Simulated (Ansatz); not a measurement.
# How Al(111) screens a field, part 2 of 2

Aim: image plane and induced charge of Al(111).

Ansatz 0.2.0; plane-wave DFT, r2SCAN, Ansatz PAW.

So far. Step 7 (Single point, field 0.2 V/Å): The dipole is 0.101 e·Å. Step 8 (Atoms held, field -0.2 V/Å): The dipole is -0.101 e·Å.

### Step 9. Atoms held, field 0.4 V/Å

File input.yaml:

```yaml
crystal:
  lattice:
    - [2.8637824638, 0.0, 0.0]
    - [1.4318912319, 2.4801083646, 0.0]
    - [0.0, 0.0, 27.3530743609]
  atoms:
    - { symbol: Al, position: [0.6666666667, 0.6666666667, 0.329030656] }
    - { symbol: Al, position: [0.0, 0.0, 0.414515328] }
    - { symbol: Al, position: [0.3333333333, 0.3333333333, 0.5] }
    - { symbol: Al, position: [0.6666666667, 0.6666666667, 0.585484672] }
    - { symbol: Al, position: [0.0, 0.0, 0.670969344] }
kpoints:
  mp_grid: { grid: [24, 24, 1] }
hamiltonian:
  xc: r2scan
scf:
  occupations: { method: fermi_dirac, width: 0.1 }
  convergence: { dr2_threshold: 1.0e-10 }
efield:
  axis: 3
  dipole_correction: true
  ramp_position: 0.97
  ramp_width: 0.06
  amplitude: 0.4
output:
  forces: true
  write_potential: true
  write_density: true
  volumetric_format: npy
  elf: true
```

The run is started by

```console
$ ansatz run input.yaml --threads 2 --pin off --max-ram 3072MiB --backend cpu --events-out ev --progress --plain --runs-dir out
```

Numbers of over 12 decimals in the logs are rounded to 6 here.

Output:

```text
[...]
Crystal: 5 atoms, lattice volume = 194.275 Å³
Basis set: ecut = 500 eV, 4923 PW (Γ), exchange–correlation on 96×96×800 points (64 copies of the dense FFT grid, shifted against one another)
Bands: 13, of which v1, the nominal top of the filled ones, is band 8 counted from 1 (7 counted from 0)
Symmetry: 6 space group operations
k-points: 61 of 576 (time reversal used)
[...]
k-point 0: bands = [... 4 lower, -4.8873, -2.8537, -0.2049, 2.3333, 3.7915, 4.5845, 5.5727, 6.6863, ... 1 higher]
  k-point 1: bands = [... 4 lower, -4.8438, -2.8116, -0.1634, 2.3739, 3.8335, 4.6250, 5.6134, 6.7259, ... 1 higher]
  k-point 2: bands = [... 4 lower, -4.7136, -2.6857, -0.0391, 2.4948, 3.9593, 4.7457, 5.7345, 6.8424, ... 1 higher]
  k-point 60: bands = [... 4 lower, -1.4965, -1.4953, -0.6574, -0.6562, -0.0974, 0.6969, 1.8792, 1.8909, ... 1 higher]
[key lines of the parts left out:]
SCF converged after 11 iterations
Free energy (F): -2701.245018 eV
Fermi energy:    1.028317 eV
Dipole field:    D = 0.187666 V/Å  (p = 0.201484 e·Å, saw-weighted, corrected)
```

It took 18 s on 2 threads of Intel Xeon Platinum 8488C (Sapphire Rapids), shared host; peak memory 0.92 GiB; 35 s of CPU time.

Running mean over 2.338 Å of the planar mean, with the applied field; the ramp of the sawtooth is left out. The electron's electrostatic potential energy less the Fermi level by z:

| z (Å) | electron's electrostatic potential energy less the Fermi level (eV) |
| --- | --- |
| 3.5 | 2.68 |
| 4.0 | 2.88 |
| 4.5 | 3.08 |
| 5.0 | 3.27 |
| 5.5 | 3.44 |
| 6.0 | 3.56 |
| 6.5 | 3.49 |
| 7.0 | 2.84 |
| 7.5 | 0.984 |
| 8.0 | -1.36 |
| 8.5 | -3.47 |
| 9.0 | -4.41 |
| 9.5 | -4.56 |
| 10.0 | -4.59 |
| 10.5 | -4.61 |
| 11.0 | -4.62 |
| 11.5 | -4.61 |
| 12.0 | -4.62 |
| 12.5 | -4.62 |
| 13.0 | -4.61 |
| 13.5 | -4.62 |
| 14.0 | -4.61 |
| 14.5 | -4.61 |
| 15.0 | -4.62 |
| 15.5 | -4.62 |
| 16.0 | -4.61 |
| 16.5 | -4.62 |
| 17.0 | -4.61 |
| 17.5 | -4.58 |
| 18.0 | -4.55 |
| 18.5 | -4.26 |
| 19.0 | -2.91 |
| 19.5 | -0.555 |
| 20.0 | 1.90 |
| 20.5 | 3.64 |
| 21.0 | 4.35 |
| 21.5 | 4.70 |
| 22.0 | 4.94 |
| 22.5 | 5.14 |
| 23.0 | 5.35 |
| 23.5 | 5.55 |
| 24.0 | 5.75 |

The dipole is 0.201 e·Å.

### Step 10. The response

This step: plane-wave DFT, r2SCAN, Ansatz PAW; screening of a field by a metal slab (Ansatz 0.2.0).

The dipoles give the slope, and the difference of two potentials shows where the field is screened.

Numbers from this step:

| Quantity | Value |
| --- | --- |
| equivalent conductor thickness p/(ε₀AE) | 12.82 Å |
| distance between the outer atoms | 9.353 Å |
| inner field over outer field | -9.04e-4 |
| image plane, upper face | 1.686 Å |
| induced electrons on the upper face over ε₀E | -1.007 |
| image plane, lower face | 1.686 Å |
| induced electrons on the lower face over ε₀E | 1.007 |

Table of dipole of the cell by applied field:

| applied field (V/Å) | dipole of the cell (e·Å) |
| --- | --- |
| -0.200 | -0.101 |
| -0.100 | -0.0503 |
| -0.050 | -0.0252 |
| 0.000 | 2.4e-7 |
| 0.050 | 0.0252 |
| 0.100 | 0.0503 |
| 0.200 | 0.101 |
| 0.400 | 0.201 |

Local field over the applied field, running mean. From the potentials at -0.05 and 0.05 V/Å; running mean over 2.338 Å. Table of local field over applied field by z:

z (Å), local field over applied field and a bar from the least value:
```
      4.5      0.994 ##############################
      5.0      0.984 ##############################
      5.5      0.960 #############################
      6.0      0.905 ###########################
      6.5      0.798 ########################
      7.0      0.629 ###################
      7.5      0.424 #############
      8.0      0.238 #######
      8.5      0.098 ###
      9.0      0.015 #
      9.5     -0.008 
     10.0      0.002 
     10.5      0.003 
     11.0     -0.003 
     11.5     -0.002 
     12.0      0.001 
     12.5     -0.001 
     13.0     -0.002 
     13.5      0.001 
     14.0      0.000 
     14.5     -0.002 
     15.0      0.000 
     15.5      0.001 
     16.0     -0.003 
     16.5     -0.001 
     17.0      0.004 
     17.5     -0.001 
     18.0     -0.006 
     18.5      0.033 #
     19.0      0.134 ####
     19.5      0.288 #########
     20.0      0.484 ###############
     20.5      0.685 #####################
     21.0      0.836 #########################
     21.5      0.925 ############################
     22.0      0.969 #############################
     22.5      0.988 ##############################
     23.0      0.995 ##############################
```

Electrons, planar mean, per unit field. The induced electron density by z:

z (Å), induced electron density (e/Å³ per V/Å) and a bar from the least value:
```
      4.5    0.00003 ###############
      5.0    0.00008 ###############
      5.5    0.00022 ################
      6.0    0.00054 #################
      6.5    0.00121 ####################
      7.0    0.00235 #########################
      7.5    0.00348 ##############################
      8.0    0.00313 ############################
      8.5    0.00055 #################
      9.0   -0.00081 ###########
      9.5    0.00008 ###############
     10.0    0.00033 ################
     10.5   -0.00014 ##############
     11.0   -0.00013 ##############
     11.5    0.00019 ################
     12.0   -0.00002 ###############
     12.5   -0.00014 ##############
     13.0    0.00009 ###############
     13.5    0.00009 ###############
     14.0   -0.00013 ##############
     14.5   -0.00001 ###############
     15.0    0.00015 ################
     15.5   -0.00008 ###############
     16.0   -0.00014 ##############
     16.5    0.00021 ################
     17.0    0.00001 ###############
     17.5   -0.00040 #############
     18.0    0.00022 ################
     18.5    0.00077 ##################
     19.0   -0.00146 #########
     19.5   -0.00347 
     20.0   -0.00322 #
     20.5   -0.00197 ######
     21.0   -0.00096 ###########
     21.5   -0.00041 #############
     22.0   -0.00016 ##############
     22.5   -0.00006 ###############
     23.0   -0.00002 ###############
```

By hand: between -0.05 and 0.05 V/Å the dipole changes by 0.05032 e·Å, a slope of 0.5032 e·Å²/V. A perfect conductor of thickness t has p = ε₀AEt, so t = 180.95 × 0.5032 / 7.102 = 12.82 Å (e/ε₀ = 180.95 V·Å, A in Å²). Less the 9.35 Å between the outer atoms, and halved, that puts each image plane 1.73 Å out.

The induced dipole is that of a conductor 12.82 Å thick.

### Step 11. A changed input: efield.amplitude = 0.02

This step: plane-wave DFT, r2SCAN, Ansatz PAW (Ansatz 0.2.0).

A run with a changed input: it repeats the earlier run at 0.05 V/Å with efield.amplitude from 0.05 to 0.02.

Changes to input.yaml since step 9:

```diff
@@ -23,3 +23,3 @@
   ramp_width: 0.06
-  amplitude: 0.4
+  amplitude: 0.02
 output:
@@ -29,2 +29 @@
   volumetric_format: npy
-  elf: true
```

Output:

```text
[...]
Crystal: 5 atoms, lattice volume = 194.275 Å³
Basis set: ecut = 500 eV, 4923 PW (Γ), exchange–correlation on 96×96×800 points (64 copies of the dense FFT grid, shifted against one another)
Bands: 13, of which v1, the nominal top of the filled ones, is band 8 counted from 1 (7 counted from 0)
Symmetry: 6 space group operations
k-points: 61 of 576 (time reversal used)
[...]
SCF iter   1: F=—  HF=-2701.176264 eV  |F-HF|=—  |Δ(HF+E_count)|=         —  Δρ=2.58e-3  dr2=2.54e-1  dr2_τ=1.82e-2  ethr=1.77e-3  p=0.000 e·Å  D=1.61e-14 V/Å  ΔV_dip=-0.00 eV  dr2_dipole=1.47e-1  V_vac-E_F(+/−)=4.20/3.69 eV  ⟨swp⟩=8.8  Hψ=6597  notcnv=0
[...]
SCF iter  10: F=-2701.204841 eV  HF=-2701.204841 eV  |F-HF|=9.09e-13  |Δ(HF+E_count)|=  2.55e-11  Δρ=1.22e-8  dr2=7.00e-13  dr2_τ=2.41e-15  ethr=1.00e-12  p=0.010 e·Å  D=9.37e-3 V/Å  ΔV_dip=-0.26 eV  dr2_dipole=4.84e-15  V_vac-E_F(+/−)=4.28/4.04 eV  ⟨swp⟩=5.5  Hψ=3872  notcnv=0
SCF 1 converged in 10 iterations: F = -2701.204841 eV  dr2 = 7.00e-13
[...]
SCF converged after 10 iterations
[...]
Free energy (F): -2701.204841 eV
[...]
Internal energy: -2701.133616 eV  (E = F + TS)
E sigma→0 (E₀):  -2701.169229 eV
Entropy (-TS):   -0.071226 eV (-14.245 meV/atom)
Fermi energy:    1.038773 eV
Dipole field:    D = 0.009374 V/Å  (p = 0.010064 e·Å, saw-weighted, corrected)
Work function:   not extracted (applied field tilts the vacuum); planar V_es + V_field profile in the machine report
[...]
--- Forces (eV/Å), atoms counted from 1 ---
  atom   1  Al    -0.00000000     0.00000000     0.05051745
  atom   2  Al     0.00000000     0.00000000     0.06818465
  atom   3  Al     0.00000000    -0.00000000     0.00019247
  atom   4  Al     0.00000000    -0.00000000    -0.06866773
  atom   5  Al    -0.00000000    -0.00000000    -0.05022674
  max |Σ_I F_I| component: 1.00e-7 eV/Å
--- Band table (eV; the first three rows and the last of 61) ---
  k-point 0: bands = [... 4 lower, -4.8772, -2.8436, -0.1931, 2.3650, 4.3650, 5.2710, 5.4251, 6.6778, ... 1 higher]
  k-point 1: bands = [... 4 lower, -4.8338, -2.8016, -0.1516, 2.4054, 4.4057, 5.3125, 5.4668, 6.7173, ... 1 higher]
  k-point 2: bands = [... 4 lower, -4.7036, -2.6756, -0.0273, 2.5261, 4.5266, 5.4365, 5.5913, 6.8339, ... 1 higher]
  k-point 60: bands = [... 4 lower, -1.4855, -1.4854, -0.6464, -0.6464, -0.0871, 0.7071, 1.8949, 1.8955, ... 1 higher]
```

It took 17 s on 2 threads; peak memory 0.92 GiB.

This step gave:

| Property | Result |
| --- | --- |
| energy at zero smearing | -2701.1692 eV |
| dipole along the normal | 0.01006 e·Å |

Force by atom:

| atom | x (eV/Å) | y (eV/Å) | z (eV/Å) | size |
| --- | --- | --- | --- | --- |
| Al1 | 0.0000 | 0.0000 | 0.0505 | 0.0505 |
| Al2 | 0.0000 | 0.0000 | 0.0682 | 0.0682 |
| Al3 | 0.0000 | 0.0000 | 0.0002 | 0.0002 |
| Al4 | 0.0000 | 0.0000 | -0.0687 | 0.0687 |
| Al5 | 0.0000 | 0.0000 | -0.0502 | 0.0502 |

| quantity | this run | earlier run | difference |
| --- | --- | --- | --- |
| dipole along the normal (e·Å) | 0.01006 | 0.02516 | -0.015 |

The applied field differs, and the slope found earlier predicts a dipole of 0.0101 e·Å; this run gives 0.0101 e·Å, in line with it.

### Step 12. The same run with other settings

An input spoilt on purpose, to show how the run answers: it repeats the earlier run at 0.05 V/Å with efield.ramp_width from 0.06 to 0.9, and scf.max_iter set to 75.

Changes to input.yaml since step 11:

```diff
@@ -18,2 +18,3 @@
   convergence: { dr2_threshold: 1.0e-10 }
+  max_iter: 75
 efield:
@@ -22,4 +23,4 @@
   ramp_position: 0.97
-  ramp_width: 0.06
-  amplitude: 0.02
+  ramp_width: 0.9
+  amplitude: 0.05
 output:
```

Output:

```text
Engine: ansatz 0.2.0, x86_64-unknown-linux-gnu
Pseudopotentials: kind: paw
Pseudopotential: Al, paw, valence charge 3, recommended cutoff 500 eV (meta_gga), Al.paw.azcp
Functional definition: r2SCAN
  parameter k0 = 0.174
  parameter k1 = 0.065
  parameter a1 = 4.9479
  exchange = r2scan_x(k0 = k0, k1 = k1, a1 = a1)
  correlation = r2scan_c
Crystal: 5 atoms, lattice volume = 194.275 Å³
Basis set: ecut = 500 eV, 4923 PW (Γ), exchange–correlation on 96×96×800 points (64 copies of the dense FFT grid, shifted against one another)
Bands: 13, of which v1, the nominal top of the filled ones, is band 8 counted from 1 (7 counted from 0)
Symmetry: 6 space group operations
k-points: 61 of 576 (time reversal used)
Non-local potential: Al, projectors of the file, l = 0: 2, l = 1: 2, l = 2: 1
PAW form: soft (Blöchl's): semilocal exchange-correlation on the pseudo side does not see the compensation charge
PAW frozen core: Al, regenerated for the run's functional (the file was generated under x = pbe(κ = 0.804, μ = 0.219515), c = pbe(β = 0.066725))
PAW one-centre angular grid: Al, 302 points (default); XC on 160 Gauss nodes
Initial density: superposition of atomic densities (neutral atoms: chi_scale 0, normalization atom), corrected by the library's trained network
Initial wavefunctions: pseudopotential atomic-orbital guess
Functional: x = r2scan, c = r2scan; τ floored in thin density (d = 2e-4 eV/Å³)
Error: efield: ion 0 (Al) at fractional coordinate 0.3290 along the field axis lies inside the sawtooth ramp with 2 of the planes that the density is read on at each end, [0.9600, 0.8800] — the ramp must sit in vacuum (an ion there feels the fictitious reversed slope); set or move the ramp (efield.ramp_position / ramp_width) or move the geometry
```

Elapsed: 0.22 s, on 2 threads; peak memory 0.35 GiB.

The program refused the input before any cycle.

The program's message: “Error: efield: ion 0 (Al) at fractional coordinate 0.3290 along the field axis lies inside the sawtooth ramp with 2 of the planes that the density is read on at each end, [0.9600, 0.8800] — the ramp m …”

The fault put into the input: a ramp so wide that it reaches the atoms.

### Step 13. Outcome

| Property | Result |
| --- | --- |
| work function | 4.16 eV |
| image plane, upper face | 1.69 Å |
| induced electrons on the upper face over ε₀E | -1.01 |
| equivalent conductor thickness p/(ε₀AE) | 12.8 Å |
| inner field over outer field | -9.0e-4 |

In words: The induced charge has its centre 1.69 Å outside the outermost atoms; this is the plane from which a capacitor's gap or an image potential counts. The equivalent conductor thickness exceeds the distance between the outer atoms by 3.47 Å, about the sum of the two image-plane distances. In the middle of the slab the field is screened to under 0.5 % of its outer value. The atoms are held at bulk positions with the tabulated experimental lattice constant.

[Logs are printed without paths, hosts, clocks, repeated set-up lines and the standing remarks that a program may print on its own settings, such as how far it seeks lower states.]

[Hosts, paths, dates, database ids (printed as entryN), source tags and the programs' standing remarks are cut or masked in the printed files.]

[Maps of the electrostatic potential energy from Ansatz leave out the sawtooth potential of an applied field or a dipole correction, so their vacuum need not be flat; planar profiles and work functions include it.]
